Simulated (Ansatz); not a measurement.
# Screening in InSe (R3m)

Aim: the electronic dielectric constant of InSe (R3m) by perturbation theory, a sum over states and the RPA step of G0W0.

Program: Ansatz 0.2.0. Level of theory: linear response on r2SCAN, plane waves, PAW. Results are calculated unless marked as measured.

Report form: the programs' logs are mostly left out.

The database entry behind the starting cell differs from later determinations by our own check (c about 1.5 % long), so it need not match the best structure at ambient conditions.

**1. Set-up**

Symmetry: R3m, No. 160, trigonal system. Conventional cell: a = 4.000 Å, b = 4.000 Å, c = 25.320 Å, α = 90.00°, β = 90.00°, γ = 120.00°. Nearest to In lie 3 Se at 2.64 Å and 1 In at 2.82 Å. Nearest to In lie 3 Se at 2.63 Å and 1 In at 2.82 Å. Nearest to Se lie 3 In at 2.64 Å. Se has 3 In at 2.63 Å nearest. Farther neighbours and most contacts between anions are not listed.

The cell and positions come from the Crystallography Open Database and are kept as given unless a step says otherwise. The default PAW set here is soft_2. Its files were made with PBE.

**2. Response to a homogeneous field**

The response to a uniform field gives ε∞, a yardstick for the screening that GW builds on its mesh.

This step: dielectric response by perturbation theory, r2SCAN, plane waves, PAW.

File input.yaml:

```yaml
crystal:
  lattice:
    - [2.0, 1.1547005384, 8.44]
    - [-2.0, 1.1547005384, 8.44]
    - [0.0, -2.3094010768, 8.44]
  atoms:
    - { symbol: In, position: [0.0, 0.0, 0.0] }
    - { symbol: In, position: [0.1114, 0.1114, 0.1114] }
    - { symbol: Se, position: [0.6165, 0.6165, 0.6165] }
    - { symbol: Se, position: [0.8281, 0.8281, 0.8281] }
kpoints:
  mp_grid: { grid: [6, 6, 6] }
hamiltonian:
  xc: r2scan
scf:
  occupations: { method: fixed }
dielectric: {}
```

Launch:

```
ansatz run input.yaml --threads 3 --pin off --max-ram 92160MiB --backend cuda --events-out ev --progress --plain --runs-dir out --devices 1 --max-vram 13GiB  # rebuilt from the run's record
```

Wall time 2.9 min (1 × NVIDIA H100 80GB HBM3 (shared by 6 runs) with 3 threads of AMD EPYC 7R13 (Zen 3), shared host); peak memory 5.8 GiB; 6.7 min of CPU time.

This step gave:

| Property | Result |
| --- | --- |
| stated error of ε∞ | 0.043 |

One over ε∞ averages 0.14, under the quarter of exact exchange in PBE0, which by this rule of thumb may open the gap too far.

High-frequency dielectric tensor:

```
7.34 0.00 0.00
0.00 7.34 0.00
0.00 0.00 7.10
```

Born effective charge (e), principal values of the symmetric part by kind of site:

| atom | atoms with these values | low | middle | high | mean |
| --- | --- | --- | --- | --- | --- |
| In1 | 1 | 1.20 | 2.38 | 2.38 | 1.99 |
| In2 | 1 | 1.17 | 2.42 | 2.42 | 2.00 |
| Se3 | 1 | -2.41 | -2.41 | -1.22 | -2.01 |
| Se4 | 1 | -2.39 | -2.39 | -1.16 | -1.98 |

In full for In2:

```
2.42 0.00 0.00
0.00 2.42 0.00
0.00 0.00 1.17
```

**3. Independent-particle spectrum**

The independent-particle spectrum shows where the oscillator strength lies, before excitons and local fields.

This step: independent-particle optics on r2SCAN, plane waves, PAW.

Changes to input.yaml since step 2:

```diff
@@ -16,2 +16,4 @@
   occupations: { method: fixed }
-dielectric: {}
+  n_extra_bands: 80
+output:
+  optics: { e_range: [0, 25], de: 0.1, sigma: 0.2 }
```

It took 2.4 min on 1 × NVIDIA H100 80GB HBM3 (shared by 6 runs) with 3 threads; peak memory 2.1 GiB; 5.4 min of CPU time.

Numbers from this step:

| Property | Result |
| --- | --- |
| ε∞ without local fields (xx, yy, zz) | 7.594, 7.594, 8.997 |
| electrons in the f-sum (xx, yy, zz) | 38.15, 38.15, 38.01 |
| bands in the explicit sum (the static value is completed to all bands) | 109 |

The sum gives ε∞ = 7.59 and 9.00 without local fields.

The ε₂ has structure finer than the step of the table below, so its rows give means over 1 eV, whole bins alone (the curve runs from 0 to 25 eV). Peaks (eV: height): xx=yy 4.8: 15.1, 6.7: 9.27; zz 3.5: 16.7, 5.6: 7.71, 6.9: 6.99.

Independent particles, no local fields, Gaussian width 0.2 eV. Table of ε₂ by photon energy; means over each step:

| photon energy (eV) | xx=yy | zz |
| --- | --- | --- |
| 1 | 0.0190 | 1.03 |
| 2 | 0.414 | 2.14 |
| 3 | 3.29 | 9.41 |
| 4 | 11.6 | 11.6 |
| 5 | 12.0 | 5.66 |
| 6 | 7.18 | 6.20 |
| 7 | 7.18 | 5.45 |
| 8 | 3.30 | 2.53 |
| 9 | 2.17 | 2.92 |
| 10 | 1.86 | 2.06 |
| 11 | 1.24 | 1.52 |
| 12 | 0.815 | 1.13 |
| 13 | 0.592 | 0.966 |
| 14 | 0.492 | 0.679 |
| 15 | 0.488 | 0.515 |
| 16 | 0.374 | 0.488 |
| 17 | 0.383 | 0.506 |
| 18 | 0.319 | 0.430 |
| 19 | 0.338 | 0.493 |
| 20 | 0.439 | 0.433 |
| 21 | 0.263 | 0.211 |
| 22 | 0.290 | 0.277 |
| 23 | 0.242 | 0.242 |
| 24 | 0.194 | 0.203 |

The loss function has structure finer than the step of the table below, so its rows give means over 1 eV, whole bins alone (the curve runs from 0 to 25 eV). Peaks (eV: height): xx=yy 14.3: 2.14, 15.9: 2.24, 17.8: 1.52, 20.2: 1.35; zz 15.2: 1.88, 20.1: 2.04.

Independent particles, no local fields, Gaussian width 0.2 eV. The loss function by photon energy; means over each step:

| photon energy (eV) | xx=yy | zz |
| --- | --- | --- |
| 1 | 2.8e-4 | 0.0102 |
| 2 | 0.00417 | 0.0190 |
| 3 | 0.0177 | 0.0300 |
| 4 | 0.0468 | 0.0874 |
| 5 | 0.0845 | 0.164 |
| 6 | 0.139 | 0.165 |
| 7 | 0.115 | 0.162 |
| 8 | 0.185 | 0.342 |
| 9 | 0.303 | 0.331 |
| 10 | 0.369 | 0.408 |
| 11 | 0.463 | 0.537 |
| 12 | 0.721 | 0.783 |
| 13 | 1.30 | 0.964 |
| 14 | 1.98 | 1.42 |
| 15 | 1.94 | 1.84 |
| 16 | 2.00 | 1.55 |
| 17 | 1.27 | 1.24 |
| 18 | 1.23 | 1.27 |
| 19 | 0.685 | 0.939 |
| 20 | 1.07 | 1.47 |
| 21 | 0.694 | 0.712 |
| 22 | 0.630 | 0.600 |
| 23 | 0.575 | 0.569 |
| 24 | 0.392 | 0.411 |

**4. RPA screening from the G0W0 run**

Now the one-shot GW correction: screening in the RPA, then the self-energy of the levels asked for.

This step: G0W0 on r2SCAN, plane waves, PAW.

input.yaml, the sections that differ from step 3:

```yaml
kpoints:
  mp_grid: { grid: [4, 4, 4] }
scf:
  occupations: { method: fixed }
gw:
  n_empty_bands: 751
  ecut_chi: 200.0
  qp_bands: [v2, c2]
  qp_kpoints: band_edges
  screening: { model: contour_deformation }
# crystal, hamiltonian: as in step 3
# output: removed
```

Run time: 1.8 min. Hardware: 1 × NVIDIA H100 80GB HBM3 (shared by 6 runs) with 3 threads; peak memory 3.6 GiB.

Numbers from this step:

- bands summed: 780
- RPA ε∞ on this mesh (eigenvalues): 7.958, 7.958, 10.50
- plane waves in the screening matrix: 733
- G0W0 gap on the mesh: 1.370 eV
- k of the valence top: -0.5, -0.5, -0.5
- k of the conduction bottom: -0.5, -0.5, -0.5
- starting gap on the mesh: 0.8639 eV
- least direct G0W0 gap on the computed points: 1.370 eV

The gap on the mesh goes from 0.86 eV to 1.37 eV, a correction of +0.51 eV. Between the two edge states, bare exchange in place of the xc potential would open the gap by 4.67 eV, and correlation takes back 4.17 eV.

Mean over the mesh in bins of 0.25 1/Å. The static inverse dielectric function, diagonal by length of q+G:

| length of q+G (Å⁻¹) | static inverse dielectric function, diagonal |
| --- | --- |
| 0.28 | 0.190 |
| 0.50 | 0.230 |
| 0.78 | 0.302 |
| 1.00 | 0.378 |
| 1.27 | 0.460 |
| 1.51 | 0.535 |
| 1.75 | 0.599 |
| 2.02 | 0.668 |
| 2.25 | 0.720 |
| 2.50 | 0.764 |
| 2.76 | 0.802 |
| 3.00 | 0.832 |
| 3.25 | 0.860 |
| 3.51 | 0.884 |
| 3.75 | 0.903 |
| 4.00 | 0.921 |
| 4.25 | 0.934 |
| 4.50 | 0.945 |
| 4.76 | 0.954 |
| 5.00 | 0.962 |
| 5.25 | 0.968 |
| 5.51 | 0.973 |
| 5.75 | 0.977 |
| 6.00 | 0.981 |
| 6.25 | 0.984 |
| 6.50 | 0.987 |
| 6.75 | 0.989 |
| 7.00 | 0.991 |
| 7.18 | 0.992 |

**5. The values together**

Times are wall times on 1 × NVIDIA H100 80GB HBM3 (shared by 6 runs) with 3 threads of AMD EPYC 7R13 (Zen 3), shared host, good to a factor of about two.

| method | mesh | ε∞, low | middle | high | mean | time |
| --- | --- | --- | --- | --- | --- | --- |
| perturbation theory (local fields and xc kernel) | 6×6×6 (response on 1000 points) | 7.10 | 7.34 | 7.34 | 7.26 | 2.9 min |
| sum over states (no local fields) | 6×6×6 | 7.59 | 7.59 | 9.00 | 8.06 | 2.4 min |
| RPA with local fields, on the GW mesh | 4×4×4 | 7.96 | 7.96 | 10.50 | 8.80 | 1.8 min |

**6. Outcome**

| Item | Value |
| --- | --- |
| perturbation theory (local fields and xc kernel) | 7.10, 7.34, 7.34 |
| sum over states (no local fields) | 7.59, 7.59, 9.00 |
| RPA with local fields, on the GW mesh | 7.96, 7.96, 10.50 |

**Reading.** Mean Born effective charge: In1 1.99, In2 2.00, Se3 -2.01, Se4 -1.98 e. The most distinct maxima of the ε₂ (xx=yy) lie at 4.8 and 6.7 eV, the highest at 4.8 eV. The most distinct maxima of the loss function (xx=yy) lie at 14.3, 15.9, 17.8 and 20.2 eV, the highest at 15.9 eV. The sum without local fields gives 8.06 in the mean against 7.26 by perturbation theory; local fields lower ε∞ and the xc kernel gives part of it back, though the sum also carries the error of its own mesh. The RPA values on the 4×4×4 mesh average 1.21 times those of perturbation theory (means 8.80 and 7.26, which can hide unlike anisotropies). Without the xc kernel RPA should lie a little lower; it lies higher here. Perturbation theory sums its response on a denser mesh of its own, so the coarser sum of the GW run is the likely cause. r2SCAN usually puts the gap too low, which tends to raise ε∞. Ions are clamped, so the lattice part of the static constant is not in these numbers.

[Paths, hosts, dates, memory and timing lines, banners, echoed tables and standing remarks are left out of the program output.]

[Logs are printed without paths, hosts, clocks, repeated set-up lines and the standing remarks that a program may print on its own settings, such as how far it seeks lower states.]

[Runs of the session that timed out or met a known fault of the program may be left out.]

[Cells called generated may have been cut or substituted from an entry of the Crystallography Open Database or the Materials Project.]

[Hosts, paths, dates, database ids (printed as entryN), source tags and the programs' standing remarks are cut or masked in the printed files.]
